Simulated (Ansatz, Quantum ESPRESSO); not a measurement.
# SrGeTe3 (Pm-3m): zone-centre phonons, part 3 of 3

Which modes does SrGeTe3 (Pm-3m) have at the zone centre?

Quantum ESPRESSO 8.0 development, patched; DFT LDA, scalar-relativistic, plane waves, PseudoDojo norm-conserving pseudopotentials.

So far, highest optical zone-centre mode (no LO-TO term) (cm⁻¹): step 6 (zone-centre analysis) 174; step 8 (ASR crystal) 174.

The structure was built from a prototype and need not be the compound's stable phase.

### Step 9. A second program

The same cell goes through another code at the same cutoff. The files are of one family, but Ansatz's library holds files of its own making for some heavy elements, so those for Te may differ. Its k mesh is centred on Γ.

This step: DFT LDA, scalar-relativistic, plane waves, norm-conserving pseudopotentials of its library (PseudoDojo's, some remade) (Ansatz 0.2.0).

Contents of input.yaml:

```yaml
crystal:
  lattice:
    - [5.366298183, 0.0, 0.0]
    - [0.0, 5.366298183, 0.0]
    - [0.0, 0.0, 5.366298183]
  atoms:
    - { symbol: Sr, position: [0.0, 0.0, 0.0] }
    - { symbol: Ge, position: [0.5, 0.5, 0.5] }
    - { symbol: Te, position: [0.5, 0.5, 0.0] }
    - { symbol: Te, position: [0.5, 0.0, 0.5] }
    - { symbol: Te, position: [0.0, 0.5, 0.5] }
kpoints:
  mp_grid: { grid: [6, 6, 6] }
hamiltonian:
  xc: lda
  pseudopotentials: { kind: nc, accuracy: standard }
scf:
  occupations: { method: cold, width: 0.27211 }
output:
  eigenvalues: true
basis:
  ecutwfc: 1115.667
phonons:
  method: dfpt
```

Run with:

```bash
ansatz run input.yaml --threads 4 --pin off --max-ram 16384MiB --backend cpu --events-out ev --progress --plain --runs-dir out
```

Log:

```text
Warning: basis.ecutwfc = 1115.667 eV is below the records' recommended 1120 eV, and the density's cutoff is lower with it unless basis.ecutrho_ratio is high enough to keep the records' density cutoff: compare with a run at a higher cutoff
zone centre: on kpoints.mp_grid the ground state, and the responses unless they are solved on pairs of k-points, stand on 64 of the mesh's 216 k-points, reduced under 8 symmetry operations, with k and −k counted as one. Each operation leaves every solved displacement unchanged or reverses it
Engine: ansatz 0.2.0, x86_64-unknown-linux-gnu
Pseudopotentials: kind: nc
Pseudopotential: Sr, nc, valence charge 10, recommended cutoff 925.187132 eV (normal), Sr.nc.azcp (PseudoDojo's, or run here from an input of PseudoDojo's; its table is named by hamiltonian.pseudopotentials.accuracy)
Pseudopotential: Ge, nc, valence charge 14, recommended cutoff 1061.244064 eV (normal), Ge.nc.azcp (PseudoDojo's, or run here from an input of PseudoDojo's; its table is named by hamiltonian.pseudopotentials.accuracy)
Pseudopotential: Te, nc, valence charge 16, recommended cutoff 1120 eV (normal), Te.nc.azcp (PseudoDojo's, or run here from an input of PseudoDojo's; its table is named by hamiltonian.pseudopotentials.accuracy)
Functional definition: SPW92
  exchange = slater_x
  correlation = pw_c
Crystal: 5 atoms, lattice volume = 154.534 Å³
Basis set: ecut = 1115.667 eV, 13133 PW (Γ), exchange–correlation on 120×120×120 points (8 copies of the dense FFT grid, shifted against one another)
Bands: 44, of which v1, the nominal top of the filled ones, is band 36 counted from 1 (35 counted from 0)
Symmetry: 48 space group operations
k-points: 64 of 216 (irreducible under 8 space group operations)
Non-local potential: Sr, projectors of the file, l = 0: 2, l = 1: 2, l = 2: 2
Non-local potential: Ge, projectors of the file, l = 0: 2, l = 1: 2, l = 2: 2
Non-local potential: Te, projectors of the file, l = 0: 3, l = 1: 2, l = 2: 2, l = 3: 2
Initial density: superposition of atomic densities (chi_scale 0.1, normalization cell, long waves kept (reshape's long-wave potential 0.00 eV rms))
Initial wavefunctions: pseudopotential atomic-orbital guess
Functional: x = slater, c = lda
SCF iter   1: F=—  HF=-11899.525417 eV  |F-HF|=—  |Δ(HF+E_count)|=         —  Δρ=2.54e-2  dr2=2.55e0  ethr=3.10e-3  ⟨swp⟩=8.4  Hψ=14231  notcnv=0
preconditioner: auto → Kerker (q_TF=auto, 2.402 Å⁻¹)  [metal: Δε(μ)=0.136 eV  Ē_g=7.336 eV  σ=0.272 eV  W_gap=0.35  n_scr=32 (ndim 8)  ℏωp=14.6 eV  f_vac=0.000  D(μ)=2.23/eV (n_scr^D=6)]
SCF iter   2: F=—  HF=-11898.987972 eV  |F-HF|=—  |Δ(HF+E_count)|=   5.37e-1  S|Δr|=    0.00e0  Δρ=1.50e-2  dr2=1.09e0  ethr=3.10e-3  ⟨swp⟩=2.6  Hψ=3687  notcnv=0  defer=62
SCF iter   3: F=—  HF=-11898.603529 eV  |F-HF|=—  |Δ(HF+E_count)|=   3.84e-1  S|Δr|=    0.00e0  Δρ=3.00e-3  dr2=5.20e-2  ethr=1.51e-3  ⟨swp⟩=3.3  Hψ=6026  notcnv=0  defer=108
SCF iter   4: F=—  HF=-11898.586253 eV  |F-HF|=—  |Δ(HF+E_count)|=   1.73e-2  S|Δr|=    0.00e0  Δρ=1.29e-3  dr2=2.71e-3  ethr=7.23e-5  ⟨swp⟩=2.0  Hψ=3987  notcnv=0  defer=116
SCF iter   5: F=—  HF=-11898.585497 eV  |F-HF|=—  |Δ(HF+E_count)|=   7.56e-4  S|Δr|=    0.00e0  Δρ=2.46e-4  dr2=1.17e-4  ethr=3.76e-6  ⟨swp⟩=2.2  Hψ=4192  notcnv=0  defer=116
SCF iter   6: F=—  HF=-11898.585513 eV  |F-HF|=—  |Δ(HF+E_count)|=   1.58e-5  S|Δr|=    0.00e0  Δρ=5.36e-5  dr2=9.65e-6  ethr=1.63e-7  ⟨swp⟩=2.0  Hψ=3328  notcnv=0  defer=116
SCF iter   7: F=—  HF=-11898.585510 eV  |F-HF|=—  |Δ(HF+E_count)|=   3.09e-6  S|Δr|=    0.00e0  Δρ=9.97e-6  dr2=1.19e-7  ethr=1.34e-8  ⟨swp⟩=2.0  Hψ=3675  notcnv=0  defer=116
SCF iter   8: F=—  HF=-11898.585314 eV  |F-HF|=—  |Δ(HF+E_count)|=   1.96e-4  S|Δr|=    0.00e0  Δρ=1.94e-6  dr2=4.88e-9  ethr=1.66e-10  ⟨swp⟩=2.5  Hψ=5087  notcnv=0  defer=116
SCF iter   9: F=—  HF=-11898.585314 eV  |F-HF|=—  |Δ(HF+E_count)|=  4.77e-10  S|Δr|=    0.00e0  Δρ=4.25e-7  dr2=3.71e-10  ethr=6.78e-12  ⟨swp⟩=2.8  Hψ=4585  notcnv=0  defer=116
SCF iter  10: F=—  HF=-11898.585314 eV  |F-HF|=—  |Δ(HF+E_count)|=  9.09e-12  S|Δr|=    0.00e0  Δρ=1.38e-7  dr2=4.22e-11  ethr=1.00e-12  ⟨swp⟩=1.2  Hψ=2819  notcnv=0  defer=116
SCF iter  11: F=-11898.585314 eV  HF=-11898.585314 eV  |F-HF|=3.64e-12  |Δ(HF+E_count)|=    0.00e0  S|Δr|=    0.00e0  Δρ=4.94e-8  dr2=4.82e-12  ethr=1.00e-12  ⟨swp⟩=16.2  Hψ=17736  notcnv=0
SCF 1 converged in 11 iterations: F = -11898.585314 eV  dr2 = 4.82e-12
DFPT response loops at Γ: preconditioner auto → Kerker (q_TF=auto, 2.402 Å⁻¹) (partly filled bands, converged f_vac=0.000); β = 1.00, the filter's whole step (`scf.mixing.beta` (0.50) is not read by the response loops under this deck's `scf.mixing.preconditioner`; to damp them name `kerker` or `kerker_dos`, under which they read `scf.mixing.beta`, and type it under 1.00, their step now; both keys bind the ground state too); Broyden in place of MSR1
SCF converged after 11 iterations
Stability not checked: this state was not tested for a lower state beside it, because cold or Methfessel-Paxton smearing, or corrected tetrahedra, fill the levels in a way that the test cannot read (fill_not_monotonic; see scf.lower_state_search)
Free energy (F): -11898.585314 eV
Harris-Foulkes:  -11898.585314 eV  (|F-HF|=3.64e-12)
Internal energy: -11898.645766 eV  (E = F + TS)
E sigma→0 (E₀):  -11898.605465 eV
Entropy (-TS):   0.060451 eV (12.090 meV/atom)
Fermi energy:    8.806172 eV
--- Per-component energies (eV) ---
  E_band       = -998.966202
  E_kinetic    = 6704.953635
  E_local      = -9293.756442  (includes V_loc(G=0)·N_el)
  E_nonlocal   = -3475.198606
  E_hartree    = 3427.772692
  E_xc         = -2787.051080
  E_vxc        = -1790.510051  (∫ρ·V_xc dr)
  E_ewald      = -6475.365963
  E_smearing   = 0.060451  (= −TS)
  E_closure    = -0.000000  (closes the sum)
  Σ components = -11898.585314   (vs F -11898.585314, Δ=0.00e0)
--- Band table (eV; the first three rows and the last of 64) ---
  k-point 0: bands = [... 32 lower, 7.9633, 7.9633, 8.2772, 8.2772, 8.2772, 10.8106, 11.0788, 11.0788, ... 4 higher]
  k-point 1: bands = [... 32 lower, 7.7130, 7.7130, 7.8873, 8.1535, 8.1535, 11.2482, 11.5317, 11.5494, ... 4 higher]
  k-point 2: bands = [... 32 lower, 7.2207, 7.2207, 7.8989, 8.0121, 8.0121, 11.6536, 11.7725, 12.2518, ... 4 higher]
  k-point 63: bands = [... 32 lower, 8.3981, 9.6158, 9.6158, 9.6158, 10.0699, 10.1937, 10.1937, 10.1937, ... 4 higher]
--- Phonons (Γ-DFPT): 4 representative perturbations + reference, on 64 of 216 k-points (Σ response iterations 15) ---
  k mesh reduced under 8 symmetry operations, with k and −k counted as one. Each operation leaves every solved displacement unchanged or reverses it
  ASR residual: 3.082e-4 → 0.000e0 eV/Å²; symmetrization residual: 6.054e-5 eV/Å²
  ASR residual per site (eV/Å²): 1.18e-4 3.08e-4 1.08e-4 1.08e-4 1.08e-4
  Γ frequencies (cm⁻¹): -40.98 -40.98 -40.98 0.00 0.00 0.00 20.85 20.85 20.85 21.70 21.70 21.70 172.44 172.44 172.44
  non-analytic LO–TO correction: not included (Born effective charges unavailable; polar crystals: no LO–TO splitting at Γ)
```

Elapsed: 2.2 min, on 4 threads of Intel Xeon 6975P-C (Granite Rapids), shared host; peak memory 5.2 GiB; 8.3 min of CPU time.

Numbers from this step:

```
sum-rule residual before enforcement             : 3.08e-4 eV/Å²
highest optical zone-centre mode (no LO-TO term) : 172.4 cm⁻¹
lowest optical zone-centre mode                  : -40.98 cm⁻¹
```

### Step 10. Side by side: QE PseudoDojo and Ansatz, library NC

Numbers from this step:

```yaml
root_mean_square_difference: 0.8 cm⁻¹
largest_difference: 1.49 cm⁻¹
```

The 12 of 12 modes that differ most. Frequencies side by side:

| q (reciprocal lattice) | mode | QE PseudoDojo (cm⁻¹) | Ansatz, library NC (cm⁻¹) |
| --- | --- | --- | --- |
| 0 0 0 | 1 | -41.32 | -40.98 |
| 0 0 0 | 2 | -41.32 | -40.98 |
| 0 0 0 | 3 | -41.32 | -40.98 |
| 0 0 0 | 7 | 20.66 | 20.85 |
| 0 0 0 | 8 | 20.66 | 20.85 |
| 0 0 0 | 9 | 20.66 | 20.85 |
| 0 0 0 | 10 | 21.24 | 21.7 |
| 0 0 0 | 11 | 21.24 | 21.7 |
| 0 0 0 | 12 | 21.24 | 21.7 |
| 0 0 0 | 13 | 173.9 | 172.4 |
| 0 0 0 | 14 | 173.9 | 172.4 |
| 0 0 0 | 15 | 173.9 | 172.4 |

At the zone centre the largest difference (acoustic modes at Γ apart) is 0.9 % of the highest mode.

### Step 11. Outcome

* space group after relaxation: Pm-3m
* volume per atom: 30.9 Å³
* highest optical zone-centre mode (no LO-TO term): 173.9 cm⁻¹
* lowest optical zone-centre mode: -41.3 cm⁻¹
* imaginary optical modes at the zone centre (no q mesh in this session): yes
* largest difference from Ansatz, library NC: 1.49 cm⁻¹

What this shows: At the LDA level the optical modes of SrGeTe3 (Pm-3m) at the zone centre run from 41i to 174 cm⁻¹, so the structure is a saddle point, with 3 modes beyond 10i cm⁻¹ there. Of the 12 optical modes, 9 are infrared active alone and 3 are silent. QE PseudoDojo and Ansatz, library NC differ by 0.8 cm⁻¹ in the root mean square and by 1.5 cm⁻¹ at most, 0.9 % of the highest mode compared (acoustic modes at Γ left out); the two use different potentials, and the cell was not relaxed for the second set. These are harmonic frequencies at zero temperature: anharmonic shifts and linewidths and thermal expansion are left out. Spin-orbit coupling is left out, which can matter for the heavy elements here. In a metal the frequencies hang on the k mesh and the smearing, most of all near Kohn anomalies. The total energies of the two programs lie far apart, so at least one potential file in Ansatz's library differs from the published one read by the first program. The build is a development version in which the Raman tensors of release 7.5 are mended; dynmat.x leaves out the electro-optic term of LO lines. The structure is a hypothetical one, built on a prototype.

[Host names and launcher messages were left out of these logs when they were recorded.]

[Logs are printed without paths, hosts, clocks, repeated set-up lines and the standing remarks that a program may print on its own settings, such as how far it seeks lower states.]

[Hosts, paths, dates, database ids (printed as entryN), source tags and the programs' standing remarks are cut or masked in the printed files.]
